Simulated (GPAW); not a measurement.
## Quasiparticle gap of AsP (puckered monolayer) in GPAW

How does a plane-wave GW calculation on AsP (puckered monolayer) run from the first input to the gap?

Main program and level: GPAW 26.7.0; LDA and many-body steps on it, plane waves.

## 1. Set-up

The cell holds 4 atoms: 2 P and 2 As. Cell: a = 4.627 Å, b = 3.340 Å, c = 13.100 Å, α = 90.0°, β = 90.0°, γ = 90.0°. Vacuum lies along c.

The start is a generated structure, not a measured one.

## 2. Relaxation

This step: GPAW 26.7.0; DFT, LDA, plane waves, PAW.

A relaxation at this level of theory: leftover forces would pass straight into the levels.

run.py

```python
import json
import numpy as np
from gpaw.mpi import world
from ase import Atoms
from ase.constraints import FixSymmetry
from ase.filters import FrechetCellFilter
from ase.optimize import BFGS
from gpaw import GPAW, PW, FermiDirac

atoms = Atoms(['P', 'As', 'As', 'P'],
    cell=[[4.6269869605, 0.0000000000, 0.0000000000],
      [0.0000000000, 3.3404588788, 0.0000000000],
      [0.0000000000, 0.0000000000, 13.1000000000]],
    scaled_positions=[[0.0900000000, 0.0000000000, 0.5809787329],
      [0.4100000000, 0.5000000000, 0.5809787329],
      [0.5900000000, 0.5000000000, 0.4190212671],
      [0.9100000000, 0.0000000000, 0.4190212671]],
    pbc=(True, True, False))
atoms.set_constraint(FixSymmetry(atoms))
atoms.calc = GPAW(mode=PW(550),
    xc='LDA',
    kpts={'size': (6, 8, 1), 'gamma': True},
    occupations=FermiDirac(0.02),
    convergence={'density': 1e-5},
    txt='relax.txt')
steps = []
opt = BFGS(FrechetCellFilter(atoms, mask=[1, 1, 0, 0, 0, 1]), logfile='bfgs.log')
opt.attach(lambda: steps.append([atoms.get_potential_energy(), atoms.cell[:], atoms.positions.copy(), atoms.get_forces()]))
converged = opt.run(fmax=0.03, steps=50)
res = {'converged': bool(converged), 'steps': steps, 'cell': atoms.cell[:], 'frac': atoms.get_scaled_positions()}

if world.rank == 0:
    with open('result.json', 'w') as f:
        json.dump(res, f, default=lambda x: x.tolist())
```

On the command line:

```bash
$ mpirun -n 8 gpaw python run.py
```

Numbers of over 12 decimals in the logs are rounded to 6 here.

The log of the run:

```text
Step     Time          Energy          fmax
BFGS:    0       -21.663292        2.410409
BFGS:    1       -21.904279        1.556550
BFGS:    2       -22.092912        0.323654
[...]
BFGS:   19       -22.161452        0.037533
BFGS:   20       -22.161585        0.022135
```

Run time: 99 s. Hardware: 8 MPI ranks of Arm Neoverse V1, shared host; peak memory 2 GiB; 13 min of CPU time.

Relaxation path:

```csv
step,energy less that of the first step (eV),largest force (eV/Å)
1,0.0000,2.4104
2,-0.2410,1.5559
3,-0.4296,0.3224
4,-0.4381,0.2475
5,-0.4478,0.2220
6,-0.4551,0.2049
7,-0.4606,0.1756
8,-0.4654,0.2159
9,-0.4706,0.1936
10,-0.4743,0.2009
11,-0.4765,0.1678
12,-0.4787,0.1613
13,-0.4824,0.2449
14,-0.4881,0.2806
15,-0.4938,0.2194
16,-0.4965,0.1194
17,-0.4975,0.0501
18,-0.4977,0.0310
19,-0.4979,0.0212
20,-0.4982,0.0274
21,-0.4983,0.0233
```

The atoms that moved most (Å):

```csv
atom,dx,dy,dz,length
P1,-0.152,0.000,0.008,0.152
P4,0.152,0.000,-0.008,0.152
As2,0.048,0.000,0.134,0.143
As3,-0.048,0.000,-0.134,0.143
```

The relaxed structure:

```cif
data_structure
_symmetry_space_group_name_H-M 'P 1'
_symmetry_Int_Tables_number 1
_cell_length_a 4.3187
_cell_length_b 3.4867
_cell_length_c 13.1000
_cell_angle_alpha 90.000
_cell_angle_beta 90.000
_cell_angle_gamma 90.000
_cell_volume 197.26
loop_
_atom_site_label
_atom_site_type_symbol
_atom_site_fract_x
_atom_site_fract_y
_atom_site_fract_z
_atom_site_occupancy
P1 P 0.05487 0.00000 0.58159 1
As2 As 0.42103 0.50000 0.59124 1
As3 As 0.57897 0.50000 0.40876 1
P4 P 0.94513 0.00000 0.41841 1
```

## 3. Ground state

The ground-state density comes first.

run.py

```python
import json
import numpy as np
from gpaw.mpi import world
from ase import Atoms
from gpaw import GPAW, PW, FermiDirac

atoms = Atoms(['P', 'As', 'As', 'P'],
    cell=[[4.3186919646, 0.0000000000, 0.0000000000],
      [0.0000000000, 3.4867397775, 0.0000000000],
      [0.0000000000, 0.0000000000, 13.1000000000]],
    scaled_positions=[[0.0548721981, 0.0000000000, 0.5815920509],
      [0.4210292259, 0.5000000000, 0.5912392982],
      [0.5789707741, 0.5000000000, 0.4087607018],
      [0.9451278019, 0.0000000000, 0.4184079491]],
    pbc=(True, True, False))
calc = GPAW(mode=PW(450),
    xc='LDA',
    kpts={'size': (8, 10, 1), 'gamma': True},
    occupations=FermiDirac(0.001),
    nbands=-8,
    convergence={'density': 1e-6, 'bands': -3},
    maxiter=100,
    txt='gs.txt')
atoms.calc = calc
res = {'energy': atoms.get_potential_energy()}
kpts = calc.get_ibz_k_points()
res['kpts'] = kpts
res['eigenvalues'] = [calc.get_eigenvalues(kpt=k) for k in range(len(kpts))]
res['n_electrons'] = calc.get_number_of_electrons()
calc.write('gs.gpw')

if world.rank == 0:
    with open('result.json', 'w') as f:
        json.dump(res, f, default=lambda x: x.tolist())
```

On the command line:

```bash
$ mpirun -n 8 gpaw python run.py
```

The log of the run:

```text
__  _  _
 | _ |_)|_||  |
 |__||  | ||/\| - 26.7.0

Input parameters:
  mode=PW(ecut=450.000000),
  convergence={'density': 1e-06, 'bands': -3},
  kpts=MonkhorstPack(size=(8, 10, 1), gamma=True),
  maxiter=100,
  nbands=-8,
  occupations=Occupations(name='fermi-dirac', width=0.001, fixmagmom=False),
  xc=XC(name='LDA')
  [... matrices ...]
Diagonalizing LCAO Hamiltonian
Converting LCAO to pw mode
   .----------.
  /|          |
 * |          |
 | |          |
 | |          |
 | |          |
 | |          |
 | |          |
 | |   As     |
 |P|          |
 | |    As    |
 | |       P  |
 | |          |
 | |          |
 | |          |
 | |          |
 | .----------.
 |/          /
 *----------*

Atoms  # Å, Bohr magnetons
|   | symbol |        x |        y |        z |    initial magnetic moments |
| 0 |      P | 0.236976 | 0.000000 | 7.618856 | ( 0.0000,  0.0000,  0.0000) |
| 1 |     As | 1.818296 | 1.743370 | 7.745235 | ( 0.0000,  0.0000,  0.0000) |
| 2 |     As | 2.500396 | 1.743370 | 5.354765 | ( 0.0000,  0.0000,  0.0000) |
| 3 |      P | 4.081716 | 0.000000 | 5.481144 | ( 0.0000,  0.0000,  0.0000) |

Unit cell  # Å
| periodic |        x |        y |         z |   lengths |    angles |
|      yes | 4.318692 | 0.000000 |  0.000000 |  4.318692 | 90.000000 |
|      yes | 0.000000 | 3.486740 |  0.000000 |  3.486740 | 90.000000 |
|       no | 0.000000 | 0.000000 | 13.100000 | 13.100000 | 90.000000 |

Number of symmetries: 4
Symmetry operations  # r_c * U_cc + t_c -> r_c
|   | kind |            matrix            |
| 0 |  E   |  1, 0, 0,  0, 1, 0,  0, 0, 1 |
| 1 |  σ   |  1, 0, 0,  0,-1, 0,  0, 0, 1 |
| 2 |  C2  | -1, 0, 0,  0, 1, 0,  0, 0,-1 |
| 3 |  i   | -1, 0, 0,  0,-1, 0,  0, 0,-1 |

BZ-sampling:
  Number of BZ points: 80
  Number of IBZ points: 30

  Monkhorst-Pack size: [8, 10, 1]
  Monkhorst-Pack shift: [0.0625, 0.05, 0.0]

K-points  # in reciprocal-cell coordinates
|     |                                coordinates |     weight |
|   0 | (  0.00000000,   0.00000000,   0.00000000) | 0.01250000 |
|   1 | (  0.00000000,   0.10000000,   0.00000000) | 0.02500000 |
|   2 | (  0.00000000,   0.20000000,   0.00000000) | 0.02500000 |
|   3 | (  0.00000000,   0.30000000,   0.00000000) | 0.02500000 |
|   4 | (  0.00000000,   0.40000000,   0.00000000) | 0.02500000 |
|   5 | (  0.00000000,   0.50000000,   0.00000000) | 0.01250000 |
|   6 | (  0.12500000,   0.00000000,   0.00000000) | 0.02500000 |
|   7 | (  0.12500000,   0.10000000,   0.00000000) | 0.05000000 |
|   8 | (  0.12500000,   0.20000000,   0.00000000) | 0.05000000 |
|   9 | (  0.12500000,   0.30000000,   0.00000000) | 0.05000000 |
| ... |                                            |            |
|  29 | (  0.50000000,   0.50000000,   0.00000000) | 0.01250000 |

Plane wave coefficients: 4316
Cutoff: 450.000000 eV

Spin-components: 1 (collinear spins)
Bands:           18
Projectors:      20
Spin-degeneracy: 2
Datatype:        complex128

  Storage: CPU
  Wave functions: 36_866_880 bytes (4_608_360 per core)
  Projectors: 47_107_680 bytes (5_888_460 per core)
  [... matrices ...]
Parallelization:
  kpt:    8
  domain: 1
  band:   1

Density:
  Valence electrons: 20.0
  Components: 1
  Grid points: [24 18 70]
  Charge: 0.0  # |e|

Potential:
  Grid points: [24 18 70]

species:
  P:
    name:    Phosphorus
    Z:       15.0
    valence: 5
    core:    10
    charge:  0.0  # [|e|]
    compensation charges:
      type: gauss
      rc: 0.30  # [Å]
      lmax: 2
    cutoffs:
      filter: 1.69  # [Å]
      core: 1.81  # [Å]
    projectors
    | kind |    occ | energy [eV] | rcut [Å] |
    |   3s |  2.000 |     -14.015 |    0.953 |
    |   3p |  3.000 |      -5.596 |    0.953 |
    |    s |        |      13.197 |    0.953 |
    |    p |        |      21.615 |    0.953 |
    |    d |        |       0.000 |    0.953 |

    Using partial waves for P as LCAO basis

  As:
    name:    Arsenic
    Z:       33.0
    valence: 5
    core:    28
    charge:  0.0  # [|e|]
    compensation charges:
      type: gauss
      rc: 0.33  # [Å]
      lmax: 2
    cutoffs:
      filter: 1.87  # [Å]
      core: 2.96  # [Å]
    projectors
    | kind |    occ | energy [eV] | rcut [Å] |
    |   4s |  2.000 |     -14.691 |    1.058 |
    |   4p |  3.000 |      -5.342 |    1.058 |
    |    s |        |      12.520 |    1.058 |
    |    p |        |      21.869 |    1.058 |
    |    d |        |       0.000 |    1.058 |

    Using partial waves for As as LCAO basis

Reference energy: -141385.027262  # eV

eigensolver:
  PPCG
  Converge bands: -3
  niter=2

density mixing:
  MSR1-Mixer
  Pratt-step length: 0.05
  Maximum mixing coefficient: 0.75
  Old densities: 10
  SVD Regularization: 0.005
  Good broyden scale: 1.0
  Trust region scale: 1.0
  Backstep threshold: 4.0
  History deletion threshold: 6.0
  Fourier metric: weight=20.0, sigma=0.015

occupation numbers:
  Fermi-Dirac:
    width: 0.0010  # eV

poisson solver:
  ecut: 3600.000000  # eV

xc functional:
  name: None

Initialization done in: 0.868 s

convergence criteria:
- Maximum integral of absolute [dens]ity change: 1e-06 electrons / valence electron
- Maximum [total energy] change in last 3 cyles: 0.0005 eV / valence electron
- Maximum integral of absolute [eigenst]ate change: 4e-08 eV^2 / valence electron
maximum number of iterations: 100

SCF iterations
|iter     |     time |      energy | eigst |  dens |
|iter:   1|  |  -22.352623 | +0.50 |       |
|iter:   2|  |  -22.355004 | -0.92 | -1.02 |
|iter:   3|  |  -22.176624 | -1.58 | -1.06 |
|iter:   4|  |  -22.162736 | -2.49 | -1.57 |
|iter:   5|  |  -22.162278 | -3.37 | -2.19 |
|iter:   6|  |  -22.162194c| -4.29 | -2.66 |
|iter:   7|  |  -22.162197c| -5.20 | -3.09 |
|iter:   8|  |  -22.162197c| -5.92 | -3.65 |
|iter:   9|  |  -22.162197c| -6.64 | -4.12 |
|iter:  10|  |  -22.162197c| -7.28 | -5.00 |
|iter:  11|  |  -22.162197c| -7.79c| -5.59 |
|iter:  12|  |  -22.162197c| -8.19c| -6.30c|

Converged in 12 steps
SCF loop duration: 6.445 s (0.537 s/step)
Energy contributions relative to reference atoms: (reference = -141385.027262)
  [... matrices ...]
Energy contributions:
  Kinetic:          34.769520
  Coulomb:         -33.451320
  Zero:             -0.051755
  External:          0.000000
  Xc:              -23.428641
  Entropy:          -0.000000
  Spinorbit:         0.000000
  ----------------------------
  Free energy:     -22.162197
  Extrapolated:    -22.162197

dipole moment: (-0.000007, -18.926536, -0.000022)  # |e|*Ang

Fermi level: -0.006
Eigenvalues  # (at kpt = [0.000, 0.000, 0.000])
| band index |      eig [eV] | occ [0-2] |
|          0 |       -15.219 |     2.000 |
|        ... |               |           |
|          2 |        -9.327 |     2.000 |
|          3 |        -5.602 |     2.000 |
|          4 |        -5.310 |     2.000 |
|          5 |        -4.805 |     2.000 |
|          6 |        -3.716 |     2.000 |
|          7 |        -2.307 |     2.000 |
|          8 |        -1.840 |     2.000 |
|          9 |        -0.316 |     2.000 |
|         10 |         0.209 |     0.000 |
|         11 |         1.340 |     0.000 |
|         12 |         2.335 |     0.000 |
|         13 |         3.191 |     0.000 |
|         14 |         3.791 |     0.000 |
|         15 |         4.516 |     0.000 |
|         16 |         5.561 |     0.000 |
|         17 |         6.059 |     0.000 |

Gap: 0.248 eV
Transition (v -> c):
  (s=0, k=18, n=9, [0.38, 0.00, 0.00]) -> (s=0, k=0, n=10, [0.00, 0.00, 0.00])
Direct/indirect transitions are different
Direct gap: 0.525 eV
Transition at: (s=0, k=0, n=9, [0.00, 0.00, 0.00])
vacuum-level: 4.480  # V
# Writing to gs.gpw (mode='')
  [... matrices ...]
```

Run time: 9.2 s. Hardware: 8 MPI ranks; peak memory 1.4 GiB; 72 s of CPU time.

This step gave:

```
total energy               : -22.16 eV
gap                        : 0.2480 eV
k of the valence top       : 0.375, 0, 0
k of the conduction bottom : 0, 0, 0
least direct gap           : 0.5246 eV
```

The gap is indirect, with the least direct gap 0.28 eV higher.

## 4. Empty states on the mesh, 6×8×1 mesh, 218 bands

The sums over transitions need many empty states on a uniform mesh; this step solves for them.

run.py

```python
import json
import numpy as np
from gpaw.mpi import world
from gpaw import GPAW

calc = GPAW('gs.gpw').fixed_density(kpts={'size': (6, 8, 1), 'gamma': True},
    nbands=254,
    convergence={'bands': 218},
    txt='nscf.txt')
calc.write('full.gpw', mode='all')
res = {}
kpts = calc.get_ibz_k_points()
res['kpts'] = kpts
res['eigenvalues'] = [calc.get_eigenvalues(kpt=k) for k in range(len(kpts))]
res['n_electrons'] = calc.get_number_of_electrons()

if world.rank == 0:
    with open('result.json', 'w') as f:
        json.dump(res, f, default=lambda x: x.tolist())
```

On the command line:

```bash
$ mpirun -n 8 gpaw python run.py
```

The log of the run:

```text
Diagonalizing LCAO Hamiltonian
Converting LCAO to pw mode
convergence criteria:
- Maximum integral of absolute [eigenst]ate change: 4e-08 eV^2 / valence electron
maximum number of iterations: 100

SCF iterations
|iter     |     time |      energy | eigst |  dens |
|iter:   1|  |             | +4.47 |       |
|iter:   2|  |             | +3.28 |       |
|iter:   3|  |             | +2.16 |       |
[...]
|iter:  14|  |             | -6.92 |       |
|iter:  15|  |             | -7.29 |       |
|iter:  16|  |             | -7.61c|       |
SCF steps: 16
  __  _  _
 | _ |_)|_||  |
 |__||  | ||/\| - 26.7.0

Input parameters:
  mode=PW(ecut=450.000000),
  convergence={'bands': 218},
  gpts=array([24, 18, 70]),
  kpts=MonkhorstPack(size=(6, 8, 1), gamma=True),
  maxiter=100,
  nbands=254,
  occupations=Occupations(name='fermi-dirac', width=0.001, fixmagmom=False),
  parallel={},
  xc=XC(name='LDA')
# Writing to full.gpw (mode='all')
  [... matrices ...]

timing:  # [seconds]
  Total: 0.201  # ━━━━━━━━━━━━━━━━━━━━━━━━━━━━━━━━━━━━━━━━━━━━━━━━━━━━━━━━━━━
```

Wall time 2.2 min (8 MPI ranks); peak memory 1.9 GiB.

This step gave:

| Item | Value |
| --- | --- |
| gap | 0.2864 eV |
| k of the valence top | 0.3333, 0, 0 |
| k of the conduction bottom | 0, 0, 0 |
| least direct gap | 0.5246 eV |
| k points computed | 20 |
| lowest point of the top converged band, above the valence top | 57.2243 eV |

On this mesh the gap is 0.286 eV. The earlier step found 0.248 eV, so this mesh misses an edge.

(Continued in part 2 of 2.)

[Paths, hosts, dates, memory and timing lines, banners, echoed tables and standing remarks are left out of the program output.]

[Logs are printed without paths, hosts, clocks, repeated set-up lines and the standing remarks that a program may print on its own settings, such as how far it seeks lower states.]

[Runs of the session that timed out or met a known fault of the program may be left out.]

[Hosts, paths, dates, database ids (printed as entryN), source tags and the programs' standing remarks are cut or masked in the printed files.]
